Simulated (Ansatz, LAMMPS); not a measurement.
# Local environments in Ga2O3 with crystalline order left by the classical run (100 atoms)

Density of this cell: 6.14 g/cm³. The cell holds 100 atoms: 40 Ga and 60 O. Its edges and angles: a = 10.044 Å, b = 10.044 Å, c = 10.044 Å, α = 90.0°, β = 90.0°, γ = 90.0°. 100 atoms (40 Fe, 60 O) placed at random at 4.44 g/cm³, melted at 5000 K for 10 ps at fixed volume with the Morse and Coulomb pair potential with partial charges (Pedone, Malavasi, Menziani, Cormack and Segre, J. Phys. Chem. B 110, 11780 (2006)). Quenched from 5000 K to 300 K at 100 K/ps and fixed volume, held 10 ps at zero pressure, then minimised at fixed cell. Then Fe was replaced by Ga and the cell scaled by 1.003 (the potential has no terms for the new elements, so the cell is a start for a DFT relaxation).

Computed with Ansatz 0.2.0: Kohn-Sham DFT, PBE, PAW (set soft_2), plane waves; cutoff 420 eV, Γ point, fixed occupations. Geometry: the geometry as built.

The whole cell was solved; only parts of it are printed.

A closer look about Ga3, which has 5 bonded neighbours where the commonest count for Ga is 6: 22 atoms, nearest first, numbered in the order of the input, with positions taken from that point.

```tsv
atom	x	y	z	distance (Å)	bonds	intrinsic-atomic-orbital charge (e)	Fx	Fy	Fz (eV/Å)
Ga3	0.00	0.00	0.00	0.00	5	1.05	0.55	-0.87	0.81
O80	0.79	1.06	-1.30	1.85	4	-0.64	0.01	0.38	-0.33
O96	-0.92	-0.58	1.59	1.93	4	-0.68	-0.29	0.18	-0.86
O52	1.44	0.74	1.18	2.00	4	-0.71	0.17	-0.27	0.49
O83	1.08	-1.69	0.26	2.02	4	-0.69	-0.96	-0.01	-0.50
O71	-1.44	-1.18	-0.87	2.06	4	-0.65	0.18	0.07	0.48
Ga32	0.18	0.28	2.81	2.83	6	1.00	0.19	-0.15	-0.57
Ga7	-0.05	-2.69	-0.97	2.86	6	1.02	0.45	0.08	0.02
O46	0.98	-1.51	-2.32	2.94	4	-0.66	0.39	-0.31	-0.39
Ga24	-2.58	-1.29	1.02	3.05	6	1.01	-0.32	0.29	0.23
Ga9	2.23	-0.04	-2.13	3.09	5	1.03	-0.17	0.43	-0.36
Ga6	2.65	-0.94	1.31	3.10	6	1.00	0.07	0.12	0.26
O73	-0.91	2.01	2.37	3.24	4	-0.69	0.21	0.03	-0.09
Ga11	0.26	-2.70	2.02	3.38	7	1.01	0.61	0.08	-0.30
O75	1.42	-1.28	2.81	3.40	4	-0.68	-0.37	-0.68	-0.38
O59	-1.25	0.45	-3.15	3.42	4	-0.69	0.26	0.20	-0.45
Ga26	2.13	2.55	-1.00	3.47	6	1.02	0.63	0.56	-0.05
O79	-3.43	0.58	0.74	3.55	3	-0.69	0.32	0.53	0.07
Ga31	-2.46	-0.80	-2.45	3.56	6	1.02	0.06	-0.12	-0.43
Ga40	-0.04	1.96	-3.01	3.59	6	1.01	-0.56	0.13	-0.06
O82	0.71	3.65	-0.39	3.74	4	-0.68	0.12	0.25	-0.19
O72	-1.63	-3.15	1.28	3.77	4	-0.68	-0.64	0.43	0.32
```

The column of bonds counts only the pairs O-Ga within 2.50 Å; other neighbours, such as metal atoms beside each other in a compound, aren't counted, and periodic images can show an atom twice.

Local excerpt of 46 atoms (numbers count through the whole input) about O44, whose charge lies farthest from its element's mean; x, y, z are measured from there.

```tsv
atom	x	y	z	distance (Å)	bonds	intrinsic-atomic-orbital charge (e)	Fx	Fy	Fz (eV/Å)
O44	0.00	0.00	0.00	0.00	3	-0.73	-0.09	-0.42	0.42
Ga1	-1.34	0.49	-1.25	1.90	6	0.99	0.67	-0.18	0.53
Ga36	-1.34	-1.58	0.40	2.11	6	1.01	0.92	0.33	-0.43
Ga27	1.14	-0.24	1.81	2.15	6	1.01	0.20	0.14	-0.10
Ga20	1.22	1.93	-1.11	2.54	5	1.04	0.03	-0.32	-0.02
O65	-0.04	-1.83	1.88	2.63	4	-0.66	0.00	0.28	0.25
O61	0.41	2.65	0.60	2.75	4	-0.66	0.33	0.01	0.02
O74	-0.82	-0.82	-2.53	2.78	3	-0.69	0.40	-0.22	-0.19
O77	-0.11	1.05	2.58	2.79	4	-0.65	0.14	0.18	-0.22
O63	-0.40	1.86	-2.09	2.83	4	-0.67	0.40	0.43	-0.20
O67	-0.10	-2.75	-0.64	2.83	4	-0.66	-0.03	0.09	0.16
O50	-2.47	1.58	-0.05	2.94	4	-0.70	0.03	0.26	0.01
O99	-2.72	-0.92	-0.73	2.97	4	-0.68	-0.56	-0.23	-0.25
Ga2	-1.32	2.33	1.29	2.98	6	1.03	-0.38	-0.15	-0.83
O47	2.72	0.71	-0.98	2.98	4	-0.68	0.28	0.26	0.21
O56	2.49	-1.45	0.97	3.04	4	-0.66	-0.16	-0.21	0.50
Ga16	0.73	-1.84	-2.36	3.08	5	1.04	-0.57	-0.22	0.23
O90	-2.35	-0.52	2.07	3.17	4	-0.69	0.07	0.17	0.50
Ga17	1.25	-2.94	0.90	3.32	6	1.01	-0.49	-0.38	-0.10
O91	2.56	1.25	1.87	3.40	4	-0.68	-0.44	-0.04	0.25
O73	2.55	-1.92	-1.81	3.67	4	-0.69	0.21	0.03	-0.09
O76	1.52	0.14	-3.39	3.72	3	-0.71	0.27	-0.21	-0.07
Ga14	1.19	2.47	2.63	3.80	6	1.00	0.39	0.06	-0.27
Ga25	3.66	-1.00	-0.42	3.81	6	1.02	-0.51	0.33	-0.26
Ga39	-1.55	-2.12	3.01	4.00	6	1.00	-0.44	0.30	0.21
Ga21	-1.59	0.66	3.67	4.06	6	1.02	-0.39	0.04	-0.18
O43	-2.25	-3.19	1.32	4.12	4	-0.67	-0.15	0.40	0.14
O55	-2.90	1.05	-2.74	4.12	5	-0.68	-0.01	0.21	-0.17
O97	2.08	-0.73	3.52	4.16	3	-0.69	0.16	-0.29	-0.27
Ga29	-3.97	0.68	-1.06	4.17	6	1.01	0.11	0.13	0.13
Ga38	3.75	1.79	0.45	4.18	6	1.01	-0.16	-0.31	-0.19
O66	2.74	3.22	-0.42	4.25	4	-0.66	-0.09	-0.19	-0.57
O58	-2.62	2.06	2.73	4.31	4	-0.66	-0.04	-0.35	-0.08
Ga30	-1.86	-0.21	-3.94	4.36	6	1.00	-0.20	-0.13	0.39
Ga15	3.32	0.13	-2.92	4.42	6	1.00	-0.32	0.50	-0.48
Ga13	0.82	1.77	-4.06	4.50	6	1.03	0.59	-0.89	0.39
Ga19	-1.79	2.73	-3.12	4.52	6	1.01	-0.66	0.04	0.11
Ga23	-4.01	0.49	2.03	4.53	5	1.04	0.04	-0.35	-0.60
O72	1.84	2.95	-2.90	4.53	4	-0.68	-0.64	0.43	0.32
Ga34	1.36	4.36	0.23	4.57	6	1.00	-0.61	0.06	0.52
O78	-2.02	4.15	0.62	4.66	4	-0.66	-0.03	-0.13	-0.38
O89	0.19	-4.54	1.30	4.73	4	-0.69	0.56	0.22	0.04
O62	-2.87	-3.61	-1.27	4.79	4	-0.68	-0.44	-0.32	0.41
O42	0.24	4.60	-1.33	4.79	3	-0.68	0.17	0.08	-0.32
O79	0.04	-3.36	-3.44	4.81	3	-0.69	0.32	0.53	0.07
Ga4	-3.89	-2.04	-2.00	4.82	6	1.01	0.22	-0.11	-0.28
```

The column of bonds counts only the pairs O-Ga within 2.50 Å; other neighbours, such as metal atoms beside each other in a compound, aren't counted, and periodic images can show an atom twice.

A closer look about O41, picked at random: 46 atoms, nearest first, numbered in the order of the input, with positions taken from that point.

```tsv
atom	x	y	z	distance (Å)	bonds	intrinsic-atomic-orbital charge (e)	Fx	Fy	Fz (eV/Å)
O41	0.00	0.00	0.00	0.00	4	-0.65	-0.05	-0.32	0.15
Ga32	1.00	0.50	-1.57	1.93	6	1.00	0.19	-0.15	-0.57
Ga17	-1.39	1.22	0.70	1.98	6	1.01	-0.49	-0.38	-0.10
Ga34	-1.28	-1.53	0.03	1.99	6	1.00	-0.61	0.06	0.52
Ga10	1.03	-0.64	1.61	2.02	6	1.01	-0.10	0.42	0.29
O59	-0.42	0.68	2.50	2.63	4	-0.69	0.26	0.20	-0.45
O89	-2.45	-0.38	1.10	2.71	4	-0.69	0.56	0.22	0.04
O66	0.10	-2.66	-0.63	2.74	4	-0.66	-0.09	-0.19	-0.57
O68	-0.43	-1.89	2.00	2.78	4	-0.70	-0.19	0.60	-0.12
O96	-0.10	-0.35	-2.80	2.82	4	-0.68	-0.29	0.18	-0.86
O56	-0.15	2.71	0.77	2.82	4	-0.66	-0.16	-0.21	0.50
O69	2.24	1.64	-0.66	2.85	4	-0.66	0.06	0.35	-0.24
O75	2.25	-1.06	-1.58	2.95	4	-0.68	-0.37	-0.68	-0.38
O73	-0.09	2.24	-2.02	3.02	4	-0.69	0.21	0.03	-0.09
O48	2.20	1.04	1.89	3.08	4	-0.68	-0.21	-0.52	0.36
O42	-2.41	-1.28	-1.54	3.13	3	-0.68	0.17	0.08	-0.32
O94	2.84	-1.08	0.86	3.16	3	-0.68	0.06	0.02	-0.41
O67	-2.74	1.41	-0.85	3.19	4	-0.66	-0.03	0.09	0.16
Ga25	1.02	3.16	-0.62	3.38	6	1.02	-0.51	0.33	-0.26
Ga5	3.41	0.69	0.40	3.50	5	1.02	0.20	-0.57	0.34
Ga40	0.79	2.18	2.65	3.52	6	1.01	-0.56	0.13	-0.06
Ga11	1.09	-2.48	-2.37	3.59	7	1.01	0.61	0.08	-0.30
Ga31	-1.63	-0.57	3.21	3.64	6	1.02	0.06	-0.12	-0.43
O65	-2.68	2.33	1.68	3.93	4	-0.66	0.00	0.28	0.25
O61	-2.23	-3.23	0.39	3.94	4	-0.66	0.33	0.01	0.02
Ga24	-1.75	-1.06	-3.37	3.95	6	1.01	-0.32	0.29	0.23
Ga16	-1.91	2.32	-2.56	3.95	5	1.04	-0.57	-0.22	0.23
O46	1.81	-1.28	3.34	4.00	4	-0.66	0.39	-0.31	-0.39
O52	2.26	0.96	-3.20	4.04	4	-0.71	0.17	-0.27	0.49
Ga37	-3.95	-0.42	-1.08	4.12	5	1.03	-0.09	0.08	-0.35
Ga38	1.11	-4.09	0.25	4.25	6	1.01	-0.16	-0.31	-0.19
Ga33	3.61	-2.32	-0.43	4.31	7	1.01	-0.08	0.03	-0.53
O72	-0.80	-2.93	-3.10	4.34	4	-0.68	-0.64	0.43	0.32
Ga20	-1.42	-3.95	-1.32	4.40	5	1.04	0.03	-0.32	-0.02
Ga14	-1.45	-3.42	2.43	4.44	6	1.00	0.39	0.06	-0.27
Ga3	0.82	0.23	-4.39	4.47	5	1.05	0.55	-0.87	0.81
Ga27	-1.51	3.92	1.61	4.50	6	1.01	0.20	0.14	-0.10
O79	-2.60	0.80	-3.65	4.55	3	-0.69	0.32	0.53	0.07
O64	2.48	-3.60	-1.30	4.56	4	-0.67	-0.15	0.66	0.59
O57	2.58	-3.55	1.31	4.58	4	-0.68	0.73	-0.21	0.44
Ga8	-4.14	-0.67	1.90	4.61	6	0.99	0.46	-0.05	-0.47
Ga4	3.51	2.12	-2.20	4.66	6	1.01	0.22	-0.11	-0.28
Ga9	3.06	0.18	3.52	4.67	5	1.03	-0.17	0.43	-0.36
Ga6	3.47	-0.71	-3.08	4.69	6	1.00	0.07	0.12	0.26
Ga36	-3.98	2.58	0.19	4.75	6	1.01	0.92	0.33	-0.43
O92	-3.03	-2.18	2.94	4.75	5	-0.69	-0.12	0.43	0.35
```

The column of bonds counts only the pairs O-Ga within 2.50 Å; other neighbours, such as metal atoms beside each other in a compound, aren't counted, and periodic images can show an atom twice.

Neighbours are counted within 2.50 Å (O-Ga).

Length of the force by element and coordination:

```tsv
element	coordination	atoms	mean length of the force (eV/Å)	spread	least	most
Ga	all	40	0.623	0.231	0.214	1.31
Ga	5	8	0.647	0.283	0.320	1.31
Ga	6	30	0.617	0.222	0.214	1.13
Ga	7	2	0.609	0.0696	0.540	0.679
O	all	60	0.529	0.196	0.185	1.08
O	3	9	0.486	0.102	0.350	0.627
O	4	48	0.549	0.204	0.185	1.08
O	5	3	0.344	0.158	0.198	0.564
```

Intrinsic-atomic-orbital charges by element and coordination:

```tsv
element	coordination	atoms	mean charge (e)	spread	least	most
Ga	all	40	1.01	0.0137	0.987	1.05
Ga	5	8	1.04	0.0065	1.02	1.05
Ga	6	30	1.01	0.0099	0.987	1.03
Ga	7	2	1.01	5.0e-4	1.01	1.01
O	all	60	-0.677	0.019	-0.734	-0.636
O	3	9	-0.697	0.0192	-0.734	-0.675
O	4	48	-0.673	0.0168	-0.711	-0.636
O	5	3	-0.679	0.0058	-0.688	-0.674
```

The quench rate of 100 K/ps is many orders above laboratory rates, so the cell is likely richer in defects and strain than a real sample. The network of bonds at the start is that of the classical potential that made the cell, and needn't be the one that DFT or experiment would give. Only the Γ point is sampled, in a cell whose shortest periodic width is 10 Å.

[Logs are printed without paths, hosts, clocks, repeated set-up lines and the standing remarks that a program may print on its own settings, such as how far it seeks lower states.]

[Hosts, paths, dates, database ids (printed as entryN), source tags and the programs' standing remarks are cut or masked in the printed files.]
